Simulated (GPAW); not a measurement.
# Work function of V2CO2 MXene monolayer at several levels, part 2 of 2

Wanted: work functions and dipole of V2CO2 MXene monolayer, with the cost of each level.

GPAW 26.7.0; GPAW, PAW setups; layer in a repeated cell with vacuum, relaxation of atoms and in-plane cell (the session's first sound run).

So far, upper work function (eV): step 3 (the slab's potential, PBE, GPAW) 6.65; step 4 (RPBE) 6.50.

## (5) Self-consistent run: xc = "LDA"

The same geometry under LDA, to see how far the functional moves the levels against the vacuum.

File run.py:

```python
import json
import numpy as np
from ase import Atoms
from gpaw import GPAW, PW

slab = Atoms(
    ['O', 'V', 'C', 'V', 'O'],
    positions=[
        [-0.00000, 1.66690, 7.00000],
        [1.44358, 0.83345, 8.02998],
        [-0.00000, 0.00000, 9.22533],
        [-0.00000, 1.66690, 10.42070],
        [1.44358, 0.83345, 11.45068]],
    cell=[[2.88715, -0.0, 0.0], [-1.44358, 2.50035, 0.0], [0.0, 0.0, 18.4507]],
    pbc=[True, True, False],
    magmoms=[0.0, 2.0, 0.0, 2.0, 0.0])

slab.calc = GPAW(mode=PW(500), xc='LDA', kpts={'size': (12, 12, 1), 'gamma': True},
                 occupations={'name': 'fermi-dirac', 'width': 0.05}, nbands='160%',
                 convergence={'density': 1e-05}, maxiter=200,
                 poissonsolver={'dipolelayer': 'xy'},
                 symmetry={'tolerance': 1e-3}, txt='slab.txt')
result = {}
energy = slab.get_potential_energy()
fermi = slab.calc.get_fermi_level()
v = slab.calc.get_electrostatic_potential().mean((0, 1)) - fermi
n = slab.calc.get_pseudo_density().mean((0, 1))
L = slab.cell[2, 2]
z = np.arange(len(v)) * L / len(v)
low, high = slab.positions[:, 2].min(), slab.positions[:, 2].max()
below, above = np.interp([low - 4.8, high + 4.8], z, v)
slopes = [np.interp(x, z, np.gradient(v, z)) for x in (low - 4.8, high + 4.8)]
eps = np.array([[slab.calc.get_eigenvalues(k, s) for k in range(len(slab.calc.get_ibz_k_points()))]
                for s in range(slab.calc.get_number_of_spins())]) - fermi
top, bottom = eps[eps < 0].max(), eps[eps > 0].min()
dipole = slab.get_dipole_moment()[2]
print(f'energy {energy:.4f} eV, Fermi level {fermi:.4f} eV, dipole {dipole:.5f} e A')
print(f'potential 4.8 A off the faces, from the Fermi level: lower {below:.4f} eV, upper {above:.4f} eV')
print(f'slope of the potential there: lower {slopes[0]:.5f}, upper {slopes[1]:.5f} eV/A')
print(f'nearest levels on the mesh: {top:.4f} and {bottom:.4f} eV')
print('magnetic moment', round(slab.get_magnetic_moment(), 3))
result.update(energy=energy, fermi=fermi, dipole=dipole, below=below, above=above, slopes=slopes, edges=[top, bottom],
              z=z.tolist(), v=v.tolist(), n=n.tolist(), positions=slab.positions.tolist(),
              forces=slab.get_forces(apply_constraint=False).tolist(), moments=slab.get_magnetic_moments().tolist())
json.dump(result, open('result.json', 'w'))
```

On the command line:

```sh
OMP_NUM_THREADS=1 OPENBLAS_NUM_THREADS=1 python run.py
```

Run time: 92 s. Hardware: 1 thread of Arm Neoverse V2, shared host; peak memory 0.27 GiB.

This step gave:

```
levels nearest the Fermi level on the mesh : -0.1075, 0.01928 eV from the Fermi level
upper work function                        : 7.026 eV
lower work function                        : 7.019 eV
```

The electrostatic potential energy of an electron (without an applied field's), less the Fermi level, planar mean oscillates, so the rows of the table below give means over windows of 1.35 Å about each position, cut where the curve ends. Its maxima inside the range that stand out by 2 % of the span (Å: eV): 7.4: -9.20, 8.7: -7.89, 9.7: -7.89, 11.1: -9.19. Its minima: 7.0: -12.1, 8.1: -18.5, 9.2: -13.7, 10.4: -18.5, 11.4: -12.1.

Electrostatic potential energy of an electron (without an applied field's), less the Fermi level, planar mean against z; means over each step:

```
z (Å)  electrostatic potential energy of an electron (without an applied field's), less the Fermi level, planar mean (eV)
 0.68                                                                                                                7.02
 2.03                                                                                                                7.02
 3.38                                                                                                                7.02
 4.73                                                                                                                7.00
 6.08                                                                                                                4.69
 7.43                                                                                                               -12.3
 8.78                                                                                                               -11.9
10.13                                                                                                               -13.3
11.48                                                                                                               -6.32
12.83                                                                                                                6.61
14.18                                                                                                                7.02
15.53                                                                                                                7.03
16.88                                                                                                                7.03
18.23                                                                                                                7.03
```

The upper face's work function is 7.026 eV, against 6.650 eV in the first plane-wave PBE run at this geometry.

## (6) OptPBE vdW: xc = "optPBE-vdW"

The same geometry under optPBE-vdW, to see how far the functional moves the levels against the vacuum (the van der Waals functionals take revPBE setups).

run.py: that of step 5 with these lines changed.

```diff
@@ -17,3 +17,3 @@
 
-slab.calc = GPAW(mode=PW(500), xc='LDA', kpts={'size': (12, 12, 1), 'gamma': True},
+slab.calc = GPAW(mode=PW(500), xc='optPBE-vdW', kpts={'size': (12, 12, 1), 'gamma': True},
                  occupations={'name': 'fermi-dirac', 'width': 0.05}, nbands='160%',
```

Run time: 1.9 min. Hardware: 1 thread; peak memory 0.4 GiB.

Numbers from this step:

```yaml
dipole_along_the_normal: -3.30e-4 e·Å
levels_nearest_the_fermi_level_on_the_mesh: -0.09727, 0.02500 eV from the Fermi level
upper_work_function: 6.939 eV
lower_work_function: 6.931 eV
```

The upper face's work function is 6.939 eV, against 6.650 eV in the first plane-wave PBE run at this geometry.

## (7) Self-consistent run: xc = "revPBE"

The same geometry under revPBE, to see how far the functional moves the levels against the vacuum.

run.py: that of step 6 with these lines changed.

```diff
@@ -17,3 +17,3 @@
 
-slab.calc = GPAW(mode=PW(500), xc='optPBE-vdW', kpts={'size': (12, 12, 1), 'gamma': True},
+slab.calc = GPAW(mode=PW(500), xc='revPBE', kpts={'size': (12, 12, 1), 'gamma': True},
                  occupations={'name': 'fermi-dirac', 'width': 0.05}, nbands='160%',
```

Elapsed: 1.7 min, on 1 thread; peak memory 0.28 GiB.

Numbers from this step:

```yaml
dipole_along_the_normal: -3.29e-4 e·Å
levels_nearest_the_fermi_level_on_the_mesh: -0.1022, 0.02235 eV from the Fermi level
upper_work_function: 6.510 eV
lower_work_function: 6.503 eV
```

The electrostatic potential energy of an electron (without an applied field's), less the Fermi level, planar mean oscillates, so the rows of the table below give means over windows of 1.35 Å about each position, cut where the curve ends. Its maxima inside the range that stand out by 2 % of the span (Å: eV): 7.4: -9.68, 8.7: -8.33, 9.7: -8.33, 11.1: -9.68. Its minima: 7.0: -12.5, 8.1: -19.0, 9.2: -14.1, 10.4: -19.0, 11.4: -12.5.

The electrostatic potential energy of an electron (without an applied field's), less the Fermi level, planar mean by z; means over each step:

```
z (Å)  electrostatic potential energy of an electron (without an applied field's), less the Fermi level, planar mean (eV)
 0.68                                                                                                                6.50
 2.03                                                                                                                6.50
 3.38                                                                                                                6.50
 4.73                                                                                                                6.49
 6.08                                                                                                                4.20
 7.43                                                                                                               -12.7
 8.78                                                                                                               -12.3
10.13                                                                                                               -13.7
11.48                                                                                                               -6.78
12.83                                                                                                                6.09
14.18                                                                                                                6.51
15.53                                                                                                                6.51
16.88                                                                                                                6.51
18.23                                                                                                                6.51
```

The upper face's work function is 6.510 eV, against 6.650 eV in the first plane-wave PBE run at this geometry.

## (8) Self-consistent run: xc = "vdW-DF2"

The same geometry under vdW-DF2, to see how far the functional moves the levels against the vacuum (the van der Waals functionals take revPBE setups).

run.py: that of step 7 with these lines changed.

```diff
@@ -17,3 +17,3 @@
 
-slab.calc = GPAW(mode=PW(500), xc='revPBE', kpts={'size': (12, 12, 1), 'gamma': True},
+slab.calc = GPAW(mode=PW(500), xc='vdW-DF2', kpts={'size': (12, 12, 1), 'gamma': True},
                  occupations={'name': 'fermi-dirac', 'width': 0.05}, nbands='160%',
```

Wall time 1.9 min (1 thread); peak memory 0.4 GiB.

This step gave:

```yaml
dipole_along_the_normal: -3.30e-4 e·Å
levels_nearest_the_fermi_level_on_the_mesh: -0.09029, 0.01891 eV from the Fermi level
upper_work_function: 7.190 eV
lower_work_function: 7.183 eV
```

The electrostatic potential energy of an electron (without an applied field's), less the Fermi level, planar mean oscillates, so the rows of the table below give means over windows of 1.35 Å about each position, cut where the curve ends. Its maxima inside the range that stand out by 2 % of the span (Å: eV): 7.4: -9.47, 8.7: -8.25, 9.7: -8.25, 11.1: -9.46. Its minima: 7.0: -12.1, 8.1: -18.9, 9.2: -13.9, 10.4: -18.9, 11.4: -12.1.

Table of electrostatic potential energy of an electron (without an applied field's), less the Fermi level, planar mean by z; means over each step:

z (Å), electrostatic potential energy of an electron (without an applied field's), less the Fermi level, planar mean (eV) and a bar from the least value:
```
     0.68        7.2 ##############################
     2.03        7.2 ##############################
     3.38        7.2 ##############################
     4.73        7.2 ##############################
     6.08        4.8 ###########################
     7.43      -12.5 ##
     8.78      -12.2 ##
    10.13      -13.6 
    11.48       -6.4 ##########
    12.83        6.7 #############################
    14.18        7.2 ##############################
    15.53        7.2 ##############################
    16.88        7.2 ##############################
    18.23        7.2 ##############################
```

The upper face's work function is 7.190 eV, against 6.650 eV in the first plane-wave PBE run at this geometry.

## (9) Real-space grid: mode = "fd"

A real-space grid is a second complete basis, so it checks the plane-wave result.

run.py: that of step 8 with these lines changed.

```diff
@@ -3,3 +3,3 @@
 from ase import Atoms
-from gpaw import GPAW, PW
+from gpaw import GPAW
 
@@ -17,3 +17,3 @@
 
-slab.calc = GPAW(mode=PW(500), xc='vdW-DF2', kpts={'size': (12, 12, 1), 'gamma': True},
+slab.calc = GPAW(mode='fd', h=0.18, xc='PBE', kpts={'size': (12, 12, 1), 'gamma': True},
                  occupations={'name': 'fermi-dirac', 'width': 0.05}, nbands='160%',
```

Wall time 4.2 min (1 thread); peak memory 0.56 GiB.

Numbers from this step:

```yaml
dipole_along_the_normal: -3.38e-4 e·Å
levels_nearest_the_fermi_level_on_the_mesh: -0.1022, 0.02234 eV from the Fermi level
upper_work_function: 6.675 eV
lower_work_function: 6.667 eV
```

The upper face's work function is 6.675 eV, against 6.650 eV in the first plane-wave PBE run at this geometry.

## (10) Atomic orbitals: mode = "lcao"

Atom-centred orbitals end a few angstrom from the surface, which tests how much the density's tail matters.

run.py: that of step 9 with these lines changed.

```diff
@@ -17,4 +17,4 @@
 
-slab.calc = GPAW(mode='fd', h=0.18, xc='PBE', kpts={'size': (12, 12, 1), 'gamma': True},
-                 occupations={'name': 'fermi-dirac', 'width': 0.05}, nbands='160%',
+slab.calc = GPAW(mode='lcao', basis='dzp', h=0.18, xc='PBE', kpts={'size': (12, 12, 1), 'gamma': True},
+                 occupations={'name': 'fermi-dirac', 'width': 0.05}, nbands='120%',
                  convergence={'density': 1e-05}, maxiter=200,
```

The job ended after 5.9 min (1 thread; peak memory 0.26 GiB).

Numbers from this step:

- levels nearest the Fermi level on the mesh: -0.09578, 0.01297 eV from the Fermi level
- upper work function: 6.744 eV
- lower work function: 6.737 eV

The upper face's work function is 6.744 eV, against 6.650 eV in the first plane-wave PBE run at this geometry.

## (11) All levels side by side

Times are for 1 thread of Arm Neoverse V2, shared host. Results by setting:

```
no.         run  upper work function (eV)  lower work function (eV)     time  memory (GiB)
  1          pw                     6.650                     6.642  1.7 min          0.28
  2        RPBE                     6.501                     6.494  1.7 min          0.27
  3         LDA                     7.026                     7.019     92 s          0.27
  4  optPBE vdW                     6.939                     6.931  1.9 min           0.4
  5      revPBE                     6.510                     6.503  1.7 min          0.28
  6     vdW DF2                     7.190                     7.183  1.9 min           0.4
  7          fd                     6.675                     6.667  4.2 min          0.56
  8        lcao                     6.744                     6.737  5.9 min          0.26
```

## (12) Side by side

Results and costs are gathered.

This step: comparison of work functions, dipole and cost (GPAW 26.7.0).

Ladder, by row:

```
      step  code  work function, upper (eV)  work function, lower (eV)  dipole (e Å)  wall time (s)  peak memory (GiB)  threads
        pw  GPAW                       6.65                      6.642      -3.29e-4          102.3               0.28        1
      RPBE  GPAW                      6.501                      6.494      -3.29e-4          103.2               0.27        1
       LDA  GPAW                      7.026                      7.019      -3.29e-4          91.62               0.27        1
optPBE-vdW  GPAW                      6.939                      6.931      -3.30e-4          112.4                0.4        1
    revPBE  GPAW                       6.51                      6.503      -3.29e-4          104.1               0.28        1
   vdW-DF2  GPAW                       7.19                      7.183      -3.30e-4          112.9                0.4        1
        fd  GPAW                      6.675                      6.667      -3.38e-4            250               0.56        1
      lcao  GPAW                      6.744                      6.737      -3.38e-4          354.4               0.26        1
```

## (13) A changed run

One more run, with changed settings.

This step: GPAW, PAW setups; slab in vacuum (GPAW 26.7.0).

run.py: that of step 10 with these lines changed.

```diff
@@ -3,3 +3,3 @@
 from ase import Atoms
-from gpaw import GPAW
+from gpaw import GPAW, PW
 
@@ -17,5 +17,5 @@
 
-slab.calc = GPAW(mode='lcao', basis='dzp', h=0.18, xc='PBE', kpts={'size': (12, 12, 1), 'gamma': True},
-                 occupations={'name': 'fermi-dirac', 'width': 0.05}, nbands='120%',
-                 convergence={'density': 1e-05}, maxiter=200,
+slab.calc = GPAW(mode=PW(500), xc='pbe96', kpts={'size': (12, 12, 1), 'gamma': True},
+                 occupations={'name': 'fermi-dirac', 'width': 0.05}, nbands='160%',
+                 convergence={'density': 1e-05}, maxiter=100,
                  poissonsolver={'dipolelayer': 'xy'},
```

Run time: 0.68 s. Hardware: 1 thread; peak memory 0.1 GiB.

The input was rejected at the start.

The program's message: “NameError: Unknown functional: pbe96.”

The change that led to it: xc = "pbe96".

## (14) Outcome

```
work function, upper and lower face : 6.650 and 6.642 eV
dipole along the normal             : -3.3e-4 e Å
```

In words: With plane waves and PBE the work function is 6.65 eV on the upper face and 6.64 eV on the lower. Over the sound runs of the table the upper face's work function spans 6.501 (RPBE) to 7.190 eV (vdW-DF2). The starting lattice was a guess from atomic radii; the relaxation moved it by -4 %. The small printed dipole stands for a step of 8.3 meV from the lower to the upper face, and the probes find 7.3 meV; values this small are near the numerical noise of both. One magnetic start was tried; another order may lie lower. The layer's cell and atoms come from the relaxation; spin-orbit coupling and temperature are left out.

[Logs are printed without paths, hosts, clocks, repeated set-up lines and the standing remarks that a program may print on its own settings, such as how far it seeks lower states.]

[Hosts, paths, dates, database ids (printed as entryN), source tags and the programs' standing remarks are cut or masked in the printed files.]
